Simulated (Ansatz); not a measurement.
```json
{"subject": "From LDA to G0W0: B4C (R-3m)", "lattice_ang": [[2.8168, 1.6263, 4.0258], [-2.8168, 1.6263, 4.0258], [0.0, -3.2525, 4.0258]], "atoms": [["B", 0.3086, 0.8064, 0.8064], ["B", 0.8064, 0.8064, 0.3086], ["B", 0.8064, 0.3086, 0.8064], ["B", 0.6914, 0.1936, 0.1936], ["B", 0.1936, 0.1936, 0.6914], ["B", 0.1936, 0.6914, 0.1936], ["B", 0.6701, 0.9941, 0.9941], ["B", 0.9941, 0.9941, 0.6701], ["B", 0.9941, 0.6701, 0.9941], ["B", 0.3299, 0.0059, 0.0059], ["B", 0.0059, 0.0059, 0.3299], ["B", 0.0059, 0.3299, 0.0059], ["C", 0.6099, 0.6099, 0.6099], ["C", 0.3901, 0.3901, 0.3901], ["C", 0.5, 0.5, 0.5]], "method": "DFT, LDA, plane waves, PAW; PAW set soft_1 (and 1 further level or step)", "program": "Ansatz 0.2.0", "settings_of_one_run": "cutoff 420 eV, 6×6×6 k-mesh, smearing width 0.02 eV, PAW set soft 1", "cost": "2 runs, 91 s in all on 1 × NVIDIA H100 80GB HBM3 (shared by 3 runs) with 4 threads of AMD EPYC 7R13 (Zen 3), shared host (the runs of this entry)", "notes": "The cell and positions are those that the Materials Project relaxed with its own functionals (PBE, PBE+U or r2SCAN), kept fixed. With the 6×6×6 mesh in place of the 4×4×4 mesh and all else as in the G0W0@LDA row with 313 bands, the gap differs by 2.575 − 2.581 = −0.006 eV, and that of the start by 1.512 − 1.518 = −0.006 eV; an edge lies at another k point, so this need not be the shift of one pair of states. Failed or unusable runs on LDA in this series, left out of the table: G0W0@LDA (4×4×4 mesh, hard PAW files, 820 eV, 1861 empty bands) reached its time limit after 11 min.", "results": {"lda_gap_over_mesh_and_path": "1.509 eV, from k = (0.350, 0.000, 0.000) to k = (0.500, 0.000, 0.000)", "g0w0_lda_gap_over_11_of_13_irreducible_mesh_points": "2.581 eV, from k = (0.000, 0.000, 0.250) to k = (0.000, 0.000, -0.500)", "gw_settings": "4×4×4 mesh, 1114 empty bands, screening to 270 eV, hard PAW files", "known_limits": "finite bands, screening cutoff and k mesh; no spin-orbit coupling in G0W0"}}
```

[Paths, hosts, dates, memory and timing lines, banners, echoed tables and standing remarks are left out of the program output.]

[Logs are printed without paths, hosts, clocks, repeated set-up lines and the standing remarks that a program may print on its own settings, such as how far it seeks lower states.]

[Runs of the session that timed out or met a known fault of the program may be left out.]

[Cells called generated may have been cut or substituted from an entry of the Crystallography Open Database or the Materials Project.]

[Hosts, paths, dates, database ids (printed as entryN), source tags and the programs' standing remarks are cut or masked in the printed files.]
